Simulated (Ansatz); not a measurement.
# HfCdS3 in R-3c, a phase reached by a soft mode: a soft mode frozen in, part 3 of 3

Which phase does HfCdS3 in R-3c, a phase reached by a soft mode fall into along its unstable mode, and how much energy does it gain?

Ansatz 0.2.0; DFT PBEsol, scalar-relativistic, plane waves, PAW; PAW set soft_1.

So far. Step 5 (Energy along the mode, all amplitudes (two of the runs …): The lowest of the steps tried is at 0.45 Å, 15.8 meV/atom below the parent; the bottom of the well need not coincide with a step. Step 7 (The new phase in its own primitive cell): The largest force component left is 0.085 meV/Å and the pressure is -0.002 GPa, within the tolerances set. The cell now holds 21.32 Å³/atom.

The structure was built from a prototype and need not be the compound's stable phase.

**8. Modes of the new phase**

A relaxed structure may still be a saddle point, so its zone-centre modes are computed. The response to a homogeneous field gives the Born charges and the dielectric tensor.

Input file input.yaml:

```yaml
crystal:
  lattice:
    - [3.2562290528, 1.8799847202, 5.8044744892]
    - [-3.2562290528, 1.8799847202, 5.8044744892]
    - [0.0, -3.7599694403, 5.8044744892]
  atoms:
    - { symbol: Cd, position: [0.2154710812, 0.2154710812, 0.2154710812] }
    - { symbol: Cd, position: [0.7154710812, 0.7154710812, 0.7154710812] }
    - { symbol: Hf, position: [0.5144091285, 0.5144091285, 0.5144091285] }
    - { symbol: Hf, position: [0.0144091285, 0.0144091285, 0.0144091285] }
    - { symbol: S, position: [0.8947321088, 0.2732105772, 0.6331608642] }
    - { symbol: S, position: [0.1331608642, 0.7732105772, 0.3947321088] }
    - { symbol: S, position: [0.2732105772, 0.6331608642, 0.8947321088] }
    - { symbol: S, position: [0.7732105772, 0.3947321088, 0.1331608642] }
    - { symbol: S, position: [0.6331608642, 0.8947321088, 0.2732105772] }
    - { symbol: S, position: [0.3947321088, 0.1331608642, 0.7732105772] }
kpoints:
  mp_grid: { grid: [6, 6, 6] }
hamiltonian:
  xc: pbesol
  pseudopotentials: { kind: paw, azcp: { folder: soft_1 }, xc_functional: pbe }
scf:
  occupations: { method: fixed }
output:
  eigenvalues: true
phonons:
  method: dfpt
  dielectric: true
  rigid_motions: translations
```

Launch:

```bash
> ansatz run input.yaml --threads 4 --pin off --max-ram 16384MiB --backend cpu --events-out ev --progress --plain --runs-dir out
```

Numbers of over 12 decimals in the logs are rounded to 6 here.

Log:

```text
[...]
Crystal: 10 atoms, lattice volume = 213.198 Å³
Basis set: ecut = 420 eV, 4165 PW (Γ), exchange–correlation on 96×96×96 points (8 copies of the dense FFT grid, shifted against one another)
Bands: 77, of which v1, the nominal top of the filled ones, is band 64 counted from 1 (63 counted from 0)
Symmetry: 6 space group operations
k-points: 112 of 216 (irreducible under 1 space group operation, time reversal used)
[...]
SCF iter   1: F=—  HF=-52888.552685 eV  |F-HF|=—  |Δ(HF+E_count)|=         —  Δρ=4.72e-2  dr2=9.14e0  ethr=3.10e-3  ⟨swp⟩=4.6  Hψ=27413  notcnv=0  defer=1204
[...]
SCF iter  13: F=-52886.209286 eV  HF=-52886.209286 eV  |F-HF|=1.46e-11  |Δ(HF+E_count)|=  7.28e-11  Δρ=8.20e-8  dr2=1.75e-11  ethr=1.00e-12  ⟨swp⟩=16.9  Hψ=62226  notcnv=0
SCF 1 converged in 13 iterations: F = -52886.209286 eV  dr2 = 1.75e-11
[...]
NSCF: frozen V_eff on 6 k-points
[...]
Bands: 65, of which v1, the nominal top of the filled ones, is band 64 counted from 1 (63 counted from 0)
k-points: 110 of 1000 (time reversal used)
[...]
Eigensolver: Dense (110 Hₖ)
SCF iter   1: F=—  HF=-52885.976814 eV  |F-HF|=—  |Δ(HF+E_count)|=         —  Δρ=4.43e-4  dr2=1.40e-4  ethr=1.00e-1
[...]
SCF iter   6: F=-52885.976848 eV  HF=-52885.976848 eV  |F-HF|=4.61e-9  |Δ(HF+E_count)|=   2.91e-8  Δρ=2.03e-6  dr2=1.26e-8  ethr=9.62e-11
SCF 1 converged in 6 iterations: F = -52885.976848 eV  dr2 = 1.26e-8
[...]
SCF converged after 13 iterations
Free energy (F): -52886.209286 eV
[...]
Internal energy: -52886.209286 eV  (E = F + TS)
E sigma→0 (E₀):  -52886.209286 eV
Fermi energy:    8.897145 eV
[...]
--- Band table (eV; the first three rows and the last of 112) ---
  k-point 0: bands = [... 60 lower, 8.5238, 8.8674, 8.8674, 8.8971, 10.4230, 10.5117, 10.5117, 11.8442, ... 9 higher]
  k-point 1: bands = [... 60 lower, 8.5253, 8.6211, 8.6967, 8.8334, 10.6196, 10.7438, 10.7957, 11.8829, ... 9 higher]
  k-point 2: bands = [... 60 lower, 8.3605, 8.3791, 8.6190, 8.7244, 10.8404, 10.9878, 11.2622, 11.6885, ... 9 higher]
  k-point 111: bands = [... 60 lower, 8.5118, 8.5118, 8.5118, 8.5118, 11.0813, 11.0813, 12.0811, 12.0811, ... 9 higher]
[...]
ASR residual: 8.902e-5 → 0.000e0 eV/Å²; symmetrization residual: 1.020e-4 eV/Å²
[...]
ε∞ (high-frequency dielectric tensor):
       10.285905    -0.000000    -0.000000
       -0.000000    10.285905     0.000000
       -0.000000     0.000000    10.420773
  ε⁰ (static dielectric tensor: ions relaxed, cell fixed):
       43.906297    -0.000000     0.000000
       -0.000000    43.906297     0.000000
        0.000000     0.000000    63.209252
  ε⁰ − ε∞ (ionic part):
       33.620392    -0.000000     0.000000
       -0.000000    33.620392     0.000000
        0.000000     0.000000    52.788478
[...]
Born effective charges Z* (e; rows j = field, columns β = displacement):
    site 0:
         2.74415    0.04847   -0.00000
        -0.04847    2.74415   -0.00000
         0.00000   -0.00000    2.43890
    site 1:
         2.74415   -0.04847    0.00000
         0.04847    2.74415   -0.00000
        -0.00000   -0.00000    2.43890
    site 2:
         6.80911    0.79719   -0.00000
        -0.79719    6.80911    0.00000
         0.00000    0.00000    7.47189
    site 3:
         6.80911   -0.79719    0.00000
         0.79719    6.80911    0.00000
        -0.00000    0.00000    7.47189
    site 4:
        -3.55713    0.61587   -1.34925
         0.75665   -2.81171    1.14415
        -1.53115    1.44189   -3.30360
    site 5:
        -3.59238    0.73630   -1.66549
         0.59552   -2.77646    0.59641
        -2.01429    0.60507   -3.30360
    site 6:
        -3.59238   -0.73630    1.66549
        -0.59552   -2.77646    0.59641
         2.01429    0.60507   -3.30360
    site 7:
        -3.55713   -0.61587    1.34925
        -0.75665   -2.81171    1.14415
         1.53115    1.44189   -3.30360
    site 8:
        -2.40374   -0.09074   -0.31624
         0.05004   -3.96509   -1.74056
        -0.48314   -2.04696   -3.30360
    site 9:
        -2.40374    0.09074    0.31624
        -0.05004   -3.96509   -1.74056
         0.48314   -2.04696   -3.30360
  Z* charge neutrality: 1.397e-2 e pre-enforcement
[...]
optical modes at Γ without the LO–TO term, one row a degenerate level:
      ω (cm⁻¹)  modes    IR ((D/Å)²/amu)
         49.42      2             7.2597
[...]
optical modes at Γ + LO–TO along q̂ = [1.0000, 0.0000, 0.0000]:
      ω (cm⁻¹)  modes    IR ((D/Å)²/amu)
[...]
optical modes at Γ + LO–TO along q̂ = [0.0000, 1.0000, 0.0000]:
      ω (cm⁻¹)  modes    IR ((D/Å)²/amu)
[...]
optical modes at Γ + LO–TO along q̂ = [0.0000, 0.0000, 1.0000]:
      ω (cm⁻¹)  modes    IR ((D/Å)²/amu)
[...]
143.99      2             0.0714
        153.79      1             0.0000
        163.58      1             6.9431
        176.52      1             0.0000
        207.05      2            65.5950
        247.89      2            12.6102
        254.15      1             1.3221
        265.17      1             0.0000
        307.60      2            17.5441
        312.27      2            14.0039
        361.76      1            74.7680
        401.28      1             0.0000
```

Elapsed: 13 min, on 4 threads of Arm Neoverse V2, shared host; peak memory 6.9 GiB; 53 min of CPU time.

This step gave:

```
sum-rule residual before enforcement                    : 8.90e-5 eV/Å²
miss of the charge sum rule                             : 0.01397 e
estimated error of the dielectric tensor                : 0.04589
estimated error of the Born charges                     : 0.1491 e
point group                                             : 3m
highest optical mode at the zone centre (no LO-TO term) : 401.3 cm⁻¹
lowest optical zone-centre mode                         : 49.42 cm⁻¹
mean high-frequency dielectric constant                 : 10.33
largest Born charge (third of the trace)                : 7.030 e
mean static dielectric constant                         : 50.34
top of the zone-centre spectrum with the field          : 401.3 cm⁻¹
```

Patterns of degenerate modes are one choice out of their space. The modes at Γ (shares of kinetic energy by element, %):

```
mode  frequency (cm⁻¹)  symmetry  Cd %  Hf %  S %
   1               0.0  acoustic    29    46   25
   2               0.0  acoustic    29    46   25
   3               0.0  acoustic    29    46   25
   4              49.4         E    35    55   11
   5              49.4         E    35    55   11
   6              51.1        A2    80    17    3
   7              53.9        A1    49    45    6
   8              83.5         E    77    10   13
   9              83.5         E    77    10   13
  10              99.0        A1    20     5   74
  11             104.5         E    11     1   88
  12             104.5         E    11     1   88
  13             114.6         E     6     1   93
  14             114.6         E     6     1   93
  15             144.0         E    24    72    4
  16             144.0         E    24    72    4
  17             153.8        A2    20    68   11
  18             176.5        A2     0    11   89
  19             207.1         E    11    11   78
  20             207.1         E    11    11   78
  21             242.3        A1     1     1   98
  22             247.9         E     5     1   94
  23             247.9         E     5     1   94
  24             265.2        A2     0     4   96
  25             272.7        A1     0     3   96
  26             307.6         E     1     1   98
  27             307.6         E     1     1   98
  28             312.3         E     1     2   97
  29             312.3         E     1     2   97
  30             401.3        A2     0     0  100
```

Displacements in mode 4 (49.4 cm⁻¹), the largest set to 1:
```
Cd1 -0.13 -1.00  0.00
Cd2 -0.78 -0.64  0.00
Hf3 -0.15  0.99  0.00
Hf4  0.92  0.41  0.00
S5  -0.34 -0.58  0.04
S6  -0.33 -0.59 -0.06
S7   0.14 -0.41 -0.45
S8   0.07 -0.28 -0.40
S9  -0.25 -0.08  0.41
S10 -0.41 -0.09  0.46
```

Displacements in mode 30 (401.3 cm⁻¹), the largest set to 1:
```
Cd1  0.00  0.00 -0.01
Cd2  0.00  0.00  0.01
Hf3  0.00  0.00 -0.02
Hf4  0.00  0.00  0.02
S5   0.84 -0.54  0.84
S6  -0.89  0.46 -0.84
S7  -0.89 -0.46  0.84
S8   0.84  0.54 -0.84
S9   0.05  1.00  0.84
S10  0.05 -1.00 -0.84
```

Optical modes at the zone centre, without and with the macroscopic field of the longitudinal modes; each column is sorted by frequency, so a row need not hold one and the same mode. Modes with and without the field, by row:

```
rank among optical modes  no field (cm⁻¹)  q along (1, 0, 0) (cm⁻¹)  q along (0, 0, 1) (cm⁻¹)
                       1             49.4                      49.4                      49.4
                       2             49.4                      51.1                      49.4
                       3             51.1                      53.9                      51.1
                       4             53.9                      59.4                      57.8
                       5             83.5                      83.5                      83.5
                       6             83.5                      83.5                      83.5
                       7               99                        99                     104.5
                       8            104.5                     104.5                     104.5
                       9            104.5                     109.3                     114.6
                      10            114.6                     114.6                     114.6
                      11            114.6                     127.9                       144
                      12              144                       144                       144
                      13              144                     144.1                     153.8
                      14            153.8                     153.8                     163.6
                      15            176.5                     176.5                     176.5
                      16            207.1                     207.1                     207.1
                      17            207.1                     237.7                     207.1
                      18            242.3                     242.3                     247.9
                      19            247.9                     247.9                     247.9
                      20            247.9                     265.2                     254.2
                      21            265.2                     272.3                     265.2
                      22            272.7                     272.7                     307.6
                      23            307.6                     307.6                     307.6
                      24            307.6                     310.2                     312.3
                      25            312.3                     312.3                     312.3
                      26            312.3                     361.7                     361.8
                      27            401.3                     401.3                     401.3
```

Born charge (rows field, columns displacement) (e), principal values of the symmetric part by kind of site:

```
atom  atoms with these values    low  middle   high   mean
 Cd1                        2   2.44    2.74   2.74   2.64
 Hf3                        2   6.81    6.81   7.47   7.03
  S5                        6  -5.58   -2.49  -1.60  -3.22
```

In full for S5:

```
-3.56  0.62 -1.35
 0.76 -2.81  1.14
-1.53  1.44 -3.30
```

High-frequency dielectric tensor:

```
10.29  0.00  0.00
 0.00 10.29  0.00
 0.00  0.00 10.42
```

Static dielectric tensor (ions relaxed, fixed cell):

```
43.91  0.00  0.00
 0.00 43.91  0.00
 0.00  0.00 63.21
```

Transverse modes. Lines of the infrared spectrum (strongest = 100):

```
position (cm⁻¹)  relative intensity
             49                  11
             51                 0.0
             54                 4.7
             84                 0.0
             99                  53
            104                  17
            115                  13
            144                 0.1
            154                 0.0
            176                 0.0
            207                 100
            242                  28
            248                  19
            265                 0.0
            273                  41
            308                  27
            312                  21
            401                 0.0
```

Before it was imposed, the acoustic sum rule was missed by 8.9e-5 eV/Å² and the charge sum rule by 0.014 e. Small misses are needed for a sound result but don't prove that mesh and cutoff are converged. The lowest optical mode is real, 49.4 cm⁻¹.

The log warns of the k mesh: “the force constants stand on the 6×6×6 k-mesh, whose period is 13.52 times the interband length at k = (0.0000, 0.0000, 0.0000), direct gap 1.526 eV, under 14: take them and everything formed from them as unconverged”.

**9. The phases reached**

The phases reached along the modes that were followed are set side by side.

Energies are those of the first relaxation, on the mesh of the frozen mode; space group, volume and gap are those of the last relaxation. Phases, by row:

```
         mode frozen in  space group  energy from parent (meV/atom)  volume (Å³/atom)  gap on mesh (eV)  lowest zone-centre optical mode (cm⁻¹)  largest shift (Å)
                 parent         R-3c                              0             21.52             1.076                                       –                  –
q = (0, 0, 0), 46i cm⁻¹          R3c                         -23.52             21.32             1.497                                    49.4              0.709
```

**10. Results**

* unstable mode of the parent: q = (0, 0, 0), 46i cm⁻¹
* depth at the lowest point sampled: 15.8 meV/atom
* largest atomic shift at that point: 0.45 Å
* space group reached (within 0.01 Å): R3c
* energy gained over the parent (first relaxation, on the mesh of the frozen mode): 23.5 meV/atom
* volume per atom, phase reached: 21.3 Å³
* gap on the k-mesh, phase reached: 1.50 eV
* lowest optical zone-centre mode, phase reached: 49.4 cm⁻¹
* highest optical mode at the zone centre (no LO-TO term), phase reached: 401 cm⁻¹

What this shows: Along this mode the structure falls into R3c, 23.5 meV/atom below the parent. At the parent's cell the well is 15.85 meV/atom deep on the steps tried, with its lowest point at a shift of 0.45 Å. Relaxing atoms and cell changes the gain by +7.68 meV/atom against the lowest step (energies at zero smearing). The new phase has no imaginary mode at the zone centre of its cell; other wavevectors were not checked. Each path keeps the symmetry of its pattern, so a lower phase may lie along a pattern not tried. With the field response the log warns that the k mesh is coarse for the force constants too, so the frequencies may not be converged. Spin-orbit coupling is left out, which can matter for the heavy elements here. The PAW files were made for PBE and serve the other functionals too. The starting cell was built on a prototype and not taken from a measurement, so the phase need not exist.

[Logs are printed without paths, hosts, clocks, repeated set-up lines and the standing remarks that a program may print on its own settings, such as how far it seeks lower states.]

[Hosts, paths, dates, database ids (printed as entryN), source tags and the programs' standing remarks are cut or masked in the printed files.]
